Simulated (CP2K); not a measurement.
Two runs for the S L₂,₃ edge of carbonyl sulfide. Run A: CP2K XAS_TDP, all-electron GAPW, PBEh(45%), aug-cc-pVTZ, TDA, ZORA, spin–orbit coupling. Run B differs in one setting.

First lines with a strength over 0.0003. A:

| atom | energy (eV) | states | strength, one atom |
| --- | --- | --- | --- |
| S3 (bonded to C) | 162.23 | 2 | 0.0059 |
|  | 162.93 | 4 | 0.0003 |
|  | 163.18 | 1 | 0.0015 |
|  | 163.89 | 4 | 0.0009 |
|  | 164.19 | 2 | 0.0086 |

B:

| atom | energy (eV) | states | strength, one atom |
| --- | --- | --- | --- |
| S3 (bonded to C) | 158.59 | 2 | 0.0044 |
|  | 159.17 | 1 | 0.0015 |
|  | 159.67 | 2 | 0.0005 |
|  | 159.94 | 2 | 0.0015 |
|  | 160.10 | 1 | 0.0019 |

Question: Which was it: the functional, GW2X switched on, the basis?

The functional (functional from PBEh(45%) to PBE0; the lines alone don't name the new value). A functional moves all lines by electronvolts and changes their spacings and strengths. The lowest line over the strength cut lies at 158.59 eV, against 162.23 eV (PBEh(45%), aug-cc-pVTZ).

[Hosts, paths, dates, database ids (printed as entryN), source tags and the programs' standing remarks are cut or masked in the printed files.]
